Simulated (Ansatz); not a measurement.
# A hypothetical structure for TiC2

Starting from a made-up structure for TiC2, the aim is the relaxed cell, its shortest contacts and, where a second run follows, its electronic structure.

Calculated with Ansatz 0.2.0; DFT, PBE, plane-wave PAW, files of the set soft_1, scalar-relativistic, no spin, cell and ions relaxed at zero pressure; PAW set soft_1, in the first sound run; inputs show where later runs differ.

### Step 1. Starting point

Symmetry: Pnnm, No. 58, orthorhombic system. The conventional cell has a = 4.428 Å, b = 5.352 Å, c = 3.058 Å, α = 90.00°, β = 90.00°, γ = 90.00°. Ti has 6 C at 2.27 to 2.31 Å nearest. Nearest to C lie 1 C at 1.43 Å and 3 Ti at 2.27 to 2.31 Å. Farther neighbours are not listed.

As a file:

```cif
data_structure
_symmetry_space_group_name_H-M 'Pnnm'
_symmetry_Int_Tables_number 58
_cell_length_a 4.4280
_cell_length_b 5.3520
_cell_length_c 3.0580
_cell_angle_alpha 90.000
_cell_angle_beta 90.000
_cell_angle_gamma 90.000
_cell_volume 72.47
loop_
_atom_site_label
_atom_site_type_symbol
_atom_site_symmetry_multiplicity
_atom_site_Wyckoff_symbol
_atom_site_fract_x
_atom_site_fract_y
_atom_site_fract_z
_atom_site_occupancy
Ti1 Ti 2 a 0.00000 0.00000 0.00000 1
C1 C 4 g 0.87800 0.58730 0.00000 1
```

### Step 2. Relaxation of the guess

The guess takes its coordinates from another compound and its volume from a rule, so the cell and any free coordinates are relaxed together.

input.yaml

```yaml
crystal:
  lattice:
    - [4.428, 0.0, 0.0]
    - [0.0, 5.352, 0.0]
    - [0.0, 0.0, 3.058]
  atoms:
    - { symbol: Ti, position: [0.0, 0.0, 0.0] }
    - { symbol: Ti, position: [0.5, 0.5, 0.5] }
    - { symbol: C, position: [0.878, 0.5873, 0.0] }
    - { symbol: C, position: [0.122, 0.4127, 0.0] }
    - { symbol: C, position: [0.622, 0.0873, 0.5] }
    - { symbol: C, position: [0.378, 0.9127, 0.5] }
kpoints:
  mp_grid: { grid: [6, 5, 9] }
scf:
  occupations: { method: fermi_dirac, width: 0.05 }
hamiltonian:
  xc: pbe
  pseudopotentials: { kind: paw, azcp: { folder: soft_1 } }
relax:
  f_tol: 0.015
  max_steps: 70
  cell: {}
output:
  forces: true
  stress: true
```

On the command line:

```bash
> ansatz run input.yaml --threads 4 --pin off --max-ram 10240MiB --backend cpu --events-out ev --progress --plain --runs-dir out
```

Numbers of over 12 decimals in the logs are rounded to 6 here.

Log:

```text
Engine: ansatz 0.2.0, x86_64-unknown-linux-gnu
Pseudopotentials: kind: paw
Pseudopotential: Ti, paw, valence charge 12, recommended cutoff 420 eV (normal), soft_1/Ti.paw.azcp
Pseudopotential: C, paw, valence charge 4, recommended cutoff 420 eV (normal), soft_1/C.paw.azcp
Functional definition: PBE
  parameter kappa = 0.804
  parameter beta = 0.066725
  exchange = pbe_x(kappa = kappa, mu = beta*pi^2/3)
  correlation = pbe_c(beta = beta)
Crystal: 6 atoms, lattice volume = 72.470 Å³
Basis set: ecut = 420 eV, 1401 PW (Γ), exchange–correlation on 60×72×48 points (8 copies of the dense FFT grid, shifted against one another)
Bands: 26, of which v1, the nominal top of the filled ones, is band 20 counted from 1 (19 counted from 0)
Symmetry: 8 space group operations
Space group: Pnnm (ITA 58), of the structure as read, at distance tolerance 4.2e-5 Å
k-points: 60 of 270
Non-local potential: Ti, projectors of the file, l = 0: 3, l = 1: 2, l = 2: 3, l = 3: 1
Non-local potential: C, projectors of the file, l = 0: 2, l = 1: 2, l = 2: 1
PAW form: soft (Blöchl's): semilocal exchange-correlation on the pseudo side does not see the compensation charge
PAW one-centre angular grid: Ti, 590 points (default); XC on 64 Gauss nodes
PAW one-centre angular grid: C, 110 points (default); XC on 64 Gauss nodes
Initial density: superposition of atomic densities (chi_scale 0.1, normalization cell, long waves kept (reshape's long-wave potential 0.00 eV rms))
Initial wavefunctions: pseudopotential atomic-orbital guess
Functional: x = pbe(κ = 0.804, μ = 0.219515), c = pbe(β = 0.066725)
SCF iter   1: F=—  HF=-6000.644815 eV  |F-HF|=—  |Δ(HF+E_count)|=         —  Δρ=8.78e-2  dr2=6.83e0  ethr=3.10e-3  ⟨swp⟩=3.6  Hψ=5444  notcnv=0
preconditioner: auto → Kerker (q_TF=auto, 2.471 Å⁻¹)  [metal: Δε(μ)=0.021 eV  Ē_g=6.939 eV  σ=0.050 eV  W_gap=0.10  n_scr=16 (ndim 8)  ℏωp=21.4 eV  f_vac=0.000  D(μ)=3.52/eV (n_scr^D=34)]
SCF iter   2: F=—  HF=-5999.638676 eV  |F-HF|=—  |Δ(HF+E_count)|=    1.01e0  Δρ=4.04e-2  dr2=1.14e0  ethr=3.10e-3  ⟨swp⟩=2.0  Hψ=2944  notcnv=0  defer=3
SCF iter   3: F=—  HF=-5999.415584 eV  |F-HF|=—  |Δ(HF+E_count)|=   2.23e-1  Δρ=1.09e-2  dr2=7.41e-2  ethr=2.86e-3  ⟨swp⟩=2.0  Hψ=2452  notcnv=0  defer=3
SCF iter   4: F=—  HF=-5999.412717 eV  |F-HF|=—  |Δ(HF+E_count)|=   2.87e-3  Δρ=2.56e-3  dr2=4.91e-3  ethr=1.85e-4  ⟨swp⟩=2.7  Hψ=2815  notcnv=0
SCF iter   5: F=—  HF=-5999.413804 eV  |F-HF|=—  |Δ(HF+E_count)|=   1.09e-3  Δρ=8.69e-4  dr2=6.94e-4  ethr=1.23e-5  ⟨swp⟩=2.0  Hψ=2311  notcnv=0
SCF iter   6: F=—  HF=-5999.413836 eV  |F-HF|=—  |Δ(HF+E_count)|=   3.22e-5  Δρ=2.24e-4  dr2=2.46e-5  ethr=1.74e-6  ⟨swp⟩=2.1  Hψ=1999  notcnv=0
SCF iter   7: F=—  HF=-5999.414012 eV  |F-HF|=—  |Δ(HF+E_count)|=   1.76e-4  Δρ=5.31e-5  dr2=2.48e-6  ethr=6.14e-8  ⟨swp⟩=2.7  Hψ=2728  notcnv=0
SCF iter   8: F=—  HF=-5999.414013 eV  |F-HF|=—  |Δ(HF+E_count)|=   8.27e-7  Δρ=1.21e-5  dr2=1.12e-7  ethr=6.20e-9  ⟨swp⟩=2.2  Hψ=2150  notcnv=0
SCF iter   9: F=-5999.414013 eV  HF=-5999.414013 eV  |F-HF|=1.21e-9  |Δ(HF+E_count)|=   3.38e-8  Δρ=2.89e-6  dr2=5.84e-9  ethr=2.50e-10  ⟨swp⟩=4.0  Hψ=4787  notcnv=0
SCF 1 converged in 9 iterations: F = -5999.414013 eV  dr2 = 5.84e-9
  greatest PAW one-centre occupation: 0.999 electrons in one spin orbital (limit 2), on the Ti atom at site 1 (counted from 0), in its partial waves of l = 0
relax step   1: F+E_penalty+E_count = -5999.41401325 eV  Δ(F+E_penalty+E_count) = +0.000e0 eV  max|allowed force component| = 2.590e0 eV/Å  Δτ_max = 0.0000 Å  P = -20.228 GPa  Ω = 72.470 Å³  (9 SCF iters, dr2 threshold 1.00e-7 eV, accepted)
Crystal: 6 atoms, lattice volume = 66.469 Å³
Basis set: ecut = 420 eV, 1277 PW (Γ), exchange–correlation on 60×72×48 points (8 copies of the dense FFT grid, shifted against one another)
Initial density: handed on by an earlier stage of this run
Initial wavefunctions: those handed on with the density
iter 1 solved again at ethr=9.64e-4 eV; its pass at ethr=3.10e-3 eV (dr2=3.86e-1 eV) is discarded
SCF iter   1: F=—  HF=-6000.435320 eV  |F-HF|=—  |Δ(HF+E_count)|=         —  Δρ=2.19e-2  dr2=3.86e-1  ethr=9.64e-4  ⟨swp⟩=1.0  Hψ=9768  notcnv=0
preconditioner: auto → Kerker (q_TF=auto, 2.507 Å⁻¹)  [metal: Δε(μ)=0.007 eV  Ē_g=6.939 eV  σ=0.050 eV  W_gap=0.03  n_scr=16 (ndim 8)  ℏωp=22.3 eV  f_vac=0.000  D(μ)=4.15/eV (n_scr^D=42)]
SCF iter   2: F=—  HF=-6000.369161 eV  |F-HF|=—  |Δ(HF+E_count)|=   6.62e-2  Δρ=1.04e-2  dr2=7.64e-2  ethr=9.64e-4  ⟨swp⟩=2.4  Hψ=2199  notcnv=0
SCF iter   3: F=—  HF=-6000.350906 eV  |F-HF|=—  |Δ(HF+E_count)|=   1.83e-2  Δρ=1.92e-3  dr2=2.11e-3  ethr=1.91e-4  ⟨swp⟩=2.1  Hψ=2630  notcnv=0
SCF iter   4: F=—  HF=-6000.350994 eV  |F-HF|=—  |Δ(HF+E_count)|=   8.73e-5  Δρ=5.59e-4  dr2=2.15e-4  ethr=5.29e-6  ⟨swp⟩=2.1  Hψ=2139  notcnv=0
SCF iter   5: F=—  HF=-6000.351065 eV  |F-HF|=—  |Δ(HF+E_count)|=   7.15e-5  Δρ=1.36e-4  dr2=1.15e-5  ethr=5.37e-7  ⟨swp⟩=2.4  Hψ=2177  notcnv=0
SCF iter   6: F=—  HF=-6000.351070 eV  |F-HF|=—  |Δ(HF+E_count)|=   4.65e-6  Δρ=3.38e-5  dr2=9.49e-7  ethr=2.87e-8  ⟨swp⟩=2.0  Hψ=2242  notcnv=0
SCF iter   7: F=-6000.351070 eV  HF=-6000.351070 eV  |F-HF|=5.73e-9  |Δ(HF+E_count)|=   1.72e-7  Δρ=6.24e-6  dr2=2.04e-8  ethr=1.50e-9  ⟨swp⟩=4.0  Hψ=4880  notcnv=0
SCF 2 converged in 7 iterations: F = -6000.351070 eV  dr2 = 2.04e-8
relax step   2: F+E_penalty+E_count = -6000.35106993 eV  Δ(F+E_penalty+E_count) = -9.371e-1 eV  max|allowed force component| = 1.420e0 eV/Å  Δτ_max = 0.0551 Å  P = -6.486 GPa  Ω = 66.469 Å³  energy of the carried Pulay correction = +6.814e-3 eV  (7 SCF iters, dr2 threshold 6.00e-7 eV, accepted)
Crystal: 6 atoms, lattice volume = 64.627 Å³
Basis set: ecut = 420 eV, 1259 PW (Γ), exchange–correlation on 60×72×48 points (8 copies of the dense FFT grid, shifted against one another)
iter 1 solved again at ethr=2.84e-4 eV; its pass at ethr=3.10e-3 eV (dr2=1.13e-1 eV) is discarded
SCF iter   1: F=—  HF=-6000.766767 eV  |F-HF|=—  |Δ(HF+E_count)|=         —  Δρ=1.66e-2  dr2=1.16e-1  ethr=2.84e-4  ⟨swp⟩=1.5  Hψ=10251  notcnv=0
preconditioner: auto → Kerker (q_TF=auto, 2.519 Å⁻¹)  [metal: Δε(μ)=0.039 eV  Ē_g=7.186 eV  σ=0.050 eV  W_gap=0.19  n_scr=18 (ndim 8)  ℏωp=22.6 eV  f_vac=0.000  D(μ)=3.77/eV (n_scr^D=38)]
SCF iter   2: F=—  HF=-6000.750441 eV  |F-HF|=—  |Δ(HF+E_count)|=   1.63e-2  Δρ=9.09e-3  dr2=3.42e-2  ethr=2.84e-4  ⟨swp⟩=2.0  Hψ=1783  notcnv=0
SCF iter   3: F=—  HF=-6000.746304 eV  |F-HF|=—  |Δ(HF+E_count)|=   4.14e-3  Δρ=1.21e-3  dr2=5.87e-4  ethr=8.56e-5  ⟨swp⟩=2.0  Hψ=2616  notcnv=0
[...]
[... from here on, the SCF cycles and remarks between the steps are left out ...]
relax step   4: F+E_penalty+E_count = -6001.30244220 eV  Δ(F+E_penalty+E_count) = -5.559e-1 eV  max|allowed force component| = 1.192e0 eV/Å  Δτ_max = 0.1277 Å  P = -4.048 GPa  Ω = 63.528 Å³  energy of the carried Pulay correction = +1.037e-2 eV  (6 SCF iters, dr2 threshold 6.00e-7 eV, accepted)
relax step   5: F+E_penalty+E_count = -6001.73740600 eV  Δ(F+E_penalty+E_count) = -4.350e-1 eV  max|allowed force component| = 2.277e0 eV/Å  Δτ_max = 0.1391 Å  P = -7.585 GPa  Ω = 62.032 Å³  energy of the carried Pulay correction = +1.224e-2 eV  (6 SCF iters, dr2 threshold 6.00e-7 eV, accepted)
relax step   6: F+E_penalty+E_count = -6002.04777945 eV  Δ(F+E_penalty+E_count) = -3.104e-1 eV  max|allowed force component| = 3.336e-2 eV/Å  Δτ_max = 0.0998 Å  P = -2.239 GPa  Ω = 61.370 Å³  energy of the carried Pulay correction = +1.309e-2 eV  (6 SCF iters, dr2 threshold 6.00e-7 eV, accepted)
relax step   7: F+E_penalty+E_count = -6002.05537643 eV  Δ(F+E_penalty+E_count) = -7.597e-3 eV  max|allowed force component| = 4.965e-2 eV/Å  Δτ_max = 0.0019 Å  P = +1.044 GPa  Ω = 60.252 Å³  energy of the carried Pulay correction = +1.452e-2 eV  (6 SCF iters, dr2 threshold 6.00e-7 eV, accepted)
relax step   8: F+E_penalty+E_count = -6002.05646937 eV  Δ(F+E_penalty+E_count) = -1.093e-3 eV  max|allowed force component| = 1.972e-2 eV/Å  Δτ_max = 0.0016 Å  P = +0.256 GPa  Ω = 60.495 Å³  energy of the carried Pulay correction = +1.421e-2 eV  (6 SCF iters, dr2 threshold 6.00e-7 eV, accepted)
relax step   9: F+E_penalty+E_count = -6002.05645386 eV  Δ(F+E_penalty+E_count) = +1.551e-5 eV  max|allowed force component| = 1.038e-2 eV/Å  Δτ_max = 0.0016 Å  P = -0.087 GPa  Ω = 60.592 Å³  energy of the carried Pulay correction = +1.408e-2 eV  (6 SCF iters, dr2 threshold 5.51e-7 eV, accepted)
relax step  10: F+E_penalty+E_count = -6002.05655255 eV  Δ(F+E_penalty+E_count) = -9.868e-5 eV  max|allowed force component| = 5.253e-4 eV/Å  Δτ_max = 0.0009 Å  P = +0.006 GPa  Ω = 60.573 Å³  energy of the carried Pulay correction = +1.411e-2 eV  (6 SCF iters, dr2 threshold 1.99e-7 eV, accepted)
relax step  11: F+E_penalty+E_count = -6002.05229132 eV  Δ(F+E_penalty+E_count) = +4.261e-3 eV  max|allowed force component| = 2.194e-3 eV/Å  Δτ_max = 0.0000 Å  P = -0.043 GPa  Ω = 60.573 Å³  stress off target by 1.32e-1 GPa  SCF on the basis re-selected at this cell (its energy is not comparable with the rows above)  (6 SCF iters)
relax step  12: F+E_penalty+E_count = -6002.05232860 eV  Δ(F+E_penalty+E_count) = -3.728e-5 eV  max|allowed force component| = 6.928e-4 eV/Å  Δτ_max = 0.0002 Å  P = +0.003 GPa  Ω = 60.558 Å³  energy of the carried Pulay correction = +1.856e-5 eV  (6 SCF iters, dr2 threshold 4.38e-8 eV, accepted)
iter 1 solved again at ethr=6.17e-8 eV; its pass at ethr=3.10e-3 eV (dr2=2.47e-5 eV) is discarded
SCF iter   1: F=—  HF=-6002.052188 eV  |F-HF|=—  |Δ(HF+E_count)|=         —  Δρ=1.97e-5  dr2=9.12e-9  ethr=6.17e-8  ⟨swp⟩=4.0  Hψ=10139  notcnv=0
preconditioner: auto → Kerker (q_TF=auto, 2.546 Å⁻¹)  [metal: Δε(μ)=0.007 eV  Ē_g=7.536 eV  σ=0.050 eV  W_gap=0.04  n_scr=18 (ndim 8)  ℏωp=23.4 eV  f_vac=0.000  D(μ)=4.10/eV (n_scr^D=42)]
SCF iter   2: F=—  HF=-6002.052296 eV  |F-HF|=—  |Δ(HF+E_count)|=   1.07e-4  Δρ=9.85e-6  dr2=1.98e-9  ethr=2.28e-11  ⟨swp⟩=3.2  Hψ=3347  notcnv=0
SCF iter   3: F=—  HF=-6002.052296 eV  |F-HF|=—  |Δ(HF+E_count)|=   2.51e-7  Δρ=4.84e-6  dr2=5.46e-10  ethr=4.95e-12  ⟨swp⟩=1.1  Hψ=1564  notcnv=0
iter 4 did not close the SCF: its close was put off for the readings that it lacked (scf_convergence_deferred on its scf_iter line)
SCF iter   4: F=-6002.052296 eV  HF=-6002.052296 eV  |F-HF|=6.37e-12  |Δ(HF+E_count)|=   7.84e-8  Δρ=2.08e-7  dr2=1.09e-11  ethr=1.37e-12  ⟨swp⟩=2.4  Hψ=2338  notcnv=0
iter 5 did not close the SCF: its close was put off for the readings that it lacked (scf_convergence_deferred on its scf_iter line)
SCF iter   5: F=-6002.052296 eV  HF=-6002.052296 eV  |F-HF|=9.09e-13  |Δ(HF+E_count)|=  6.37e-12  Δρ=9.24e-8  dr2=1.78e-12  ethr=1.00e-12  ⟨swp⟩=1.0  Hψ=1560  notcnv=0
iter 6 did not close the SCF: its close was put off for the readings that it lacked (scf_convergence_deferred on its scf_iter line)
SCF iter   6: F=-6002.052296 eV  HF=-6002.052296 eV  |F-HF|=1.82e-12  |Δ(HF+E_count)|=  9.09e-13  Δρ=2.69e-8  dr2=1.58e-13  ethr=1.00e-12  ⟨swp⟩=1.0  Hψ=1560  notcnv=0
iter 7 did not close the SCF: its close was put off for the readings that it lacked (scf_convergence_deferred on its scf_iter line)
SCF iter   7: F=-6002.052296 eV  HF=-6002.052296 eV  |F-HF|=9.09e-13  |Δ(HF+E_count)|=    0.00e0  Δρ=1.10e-8  dr2=1.82e-14  ethr=1.00e-12  ⟨swp⟩=1.0  Hψ=1560  notcnv=0
SCF iter   8: F=-6002.052296 eV  HF=-6002.052296 eV  |F-HF|=0.00e0  |Δ(HF+E_count)|=    0.00e0  Δρ=3.82e-9  dr2=2.49e-15  ethr=1.00e-12  ⟨swp⟩=1.9  Hψ=3759  notcnv=0
SCF 13 converged in 8 iterations: F = -6002.052296 eV  dr2 = 2.49e-15
relax step  13: F+E_penalty+E_count = -6002.05229606 eV  Δ(F+E_penalty+E_count) = +3.255e-5 eV  max|allowed force component| = 7.211e-4 eV/Å  Δτ_max = 0.0000 Å  P = +0.002 GPa  Ω = 60.558 Å³  stress off target by 4.91e-3 GPa  SCF on the basis re-selected at this cell (its energy is not comparable with the rows above)  (8 SCF iters)
basis re-selected at this cell: Δ(F+E_penalty+E_count) = +3.255e-5 eV, ΔP = -0.000 GPa vs the last step (what re-selecting the basis moved, of the pressure what is left beyond the Pulay correction that the steps carried, after the strain that the cell walked since its last selection, with what the two solves' SCF thresholds leave and, on support functions, any second-order correction that the steps lacked; it is no m [...]
SCF converged after 8 iterations
Free energy (F): -6002.052296 eV
Harris-Foulkes:  -6002.052296 eV  (|F-HF|=0.00e0)
Internal energy: -6002.017967 eV  (E = F + TS)
E sigma→0 (E₀):  -6002.035132 eV
Entropy (-TS):   -0.034329 eV (-5.721 meV/atom)
Fermi energy:    12.288475 eV
--- Per-component energies (eV) ---
  E_band       = -290.855588
  E_kinetic    = 902.255142
  E_local      = -2106.392919  (includes V_loc(G=0)·N_el)
  E_nonlocal   = 215.423328
  E_hartree    = 796.898641
  E_xc         = -420.056127
  E_vxc        = -522.348826  (∫ρ·V_xc dr)
  E_paw        = -2481.290392  (= ΣΔE_a)
  E_vpaw       = -373.589510  (= ΣTr[D̂ρ^β])
  E_aug_tail   = -0.000085  (compensation charges beyond the density's cutoff)
  E_ewald      = -2908.855556
  E_smearing   = -0.034329  (= −TS)
  E_closure    = 0.000000  (closes the sum)
  Σ components = -6002.052296   (vs F -6002.052296, Δ=0.00e0)
--- Forces (eV/Å), atoms counted from 1 ---
  atom   1  Ti     0.00000000     0.00000000    -0.00000000
  atom   2  Ti     0.00000000     0.00000000     0.00000000
  atom   3  C     -0.00072106    -0.00000129     0.00000000
  atom   4  C      0.00072106     0.00000129    -0.00000000
  atom   5  C      0.00072106    -0.00000129    -0.00000000
  atom   6  C     -0.00072106     0.00000129     0.00000000
  max |Σ_I F_I| component: 3.47e-18 eV/Å
--- Stress (GPa, compression-positive) ---
        0.004913       0.000000       0.000000
        0.000000      -0.000510      -0.000000
        0.000000      -0.000000       0.003073
  P = ⅓ Tr σ = 0.0025 GPa (0.025 kbar)
--- Relaxed structure (11 steps of the walk, 11 accepted, 2 SCFs on fresh bases) ---
  F+E_penalty+E_count = -6002.05229606 eV   max|allowed force component| = 7.211e-4 eV/Å   (the final SCF, on the basis selected at the relaxed cell)
  cell:  # Å, volume = 60.5583 Å³
    - [4.409748, 0.0, 0.0]
    - [0.0, 4.370944, 0.0]
    - [0.0, 0.0, 3.141845]
  atoms:
    - { symbol: Ti, position: [-2.6117486840963605e-19, -1.0804207000353802e-18, 0.0] }
    - { symbol: Ti, position: [0.5, 0.500000, 0.5] }
    - { symbol: C, position: [0.847978, 0.500000, 0.0] }
    - { symbol: C, position: [0.152022, 0.500000, 0.0] }
    - { symbol: C, position: [0.652022, 3.3543583608829305e-8, 0.5] }
    - { symbol: C, position: [0.347978, 1.000000, 0.5] }
```

Elapsed: 18 s, on 4 threads of Intel Xeon Platinum 8488C (Sapphire Rapids), shared host; peak memory 0.48 GiB.

Relaxation path:

```tsv
step	energy less that of the first step (eV)	largest force component (eV/Å)	pressure (GPa)	volume (Å³)
1	0.0000	2.5902	-20.23	72.47
2	-0.9371	1.4202	-6.49	66.47
3	-1.3325	0.8356	-0.79	64.63
4	-1.8884	1.1925	-4.05	63.53
5	-2.3234	2.2770	-7.58	62.03
6	-2.6338	0.0334	-2.24	61.37
7	-2.6414	0.0496	1.04	60.25
8	-2.6425	0.0197	0.26	60.49
9	-2.6424	0.0104	-0.09	60.59
10	-2.6425	0.0005	0.01	60.57
11*	-2.6383	0.0022	-0.04	60.57
12	-2.6383	0.0007	0.00	60.56
13*	-2.6383	0.0007	0.00	60.56
```

Relaxation steps marked * repeat the geometry before them on a plane-wave basis chosen anew for their cell, so energy and pressure can jump there.

Forces are held to the 8 operations that the run works with; a distortion that breaks them can't arise in this run.

```tsv
cell as run	before	after	change
a (Å)	4.428	4.410	-0.4 %
b (Å)	5.352	4.371	-18.3 %
c (Å)	3.058	3.142	+2.7 %
volume (Å³/atom)	12.08	10.09	-16.4 %
```

The atoms that moved most (Å, as changes of fractional coordinates times the final cell):

```tsv
atom	dx	dy	dz	length
C5	0.132	-0.382	0.000	0.404
C6	-0.132	0.382	0.000	0.404
C3	-0.132	-0.382	0.000	0.404
C4	0.132	0.382	0.000	0.404
```

The relaxed structure:

```xyz
6
Lattice="4.4097 0.0000 0.0000 0.0000 4.3709 0.0000 0.0000 0.0000 3.1418" Properties=species:S:1:pos:R:3 pbc="T T T"
Ti    0.0000    0.0000    0.0000
Ti    2.2049    2.1855    1.5709
C     3.7394    2.1855    0.0000
C     0.6704    2.1855    0.0000
C     2.8753    0.0000    1.5709
C     1.5345    4.3709    1.5709
```

This step gave:

```
free energy             : -6002.0523 eV
energy at zero smearing : -6002.0351 eV
smearing term TS        : 0.03433 eV
Fermi energy            : 12.29 eV
electrons               : 40
symmetry operations     : 8
pressure                : 0.002492 GPa
```

Shortest distances by pair of elements, guess and relaxed (not always the same contact):

```tsv
pair	guess (Å)	relaxed (Å)
C–C	1.428	1.341
C–Ti	2.274	2.196
Ti–Ti	3.058	3.142
```

The relaxation ends with a largest force component of 7.2e-4 eV/Å and a pressure of 0.00 GPa.

(Part 1 of 2 ends here.)

[Logs are printed without paths, hosts, clocks, repeated set-up lines and the standing remarks that a program may print on its own settings, such as how far it seeks lower states.]

[Hosts, paths, dates, database ids (printed as entryN), source tags and the programs' standing remarks are cut or masked in the printed files.]
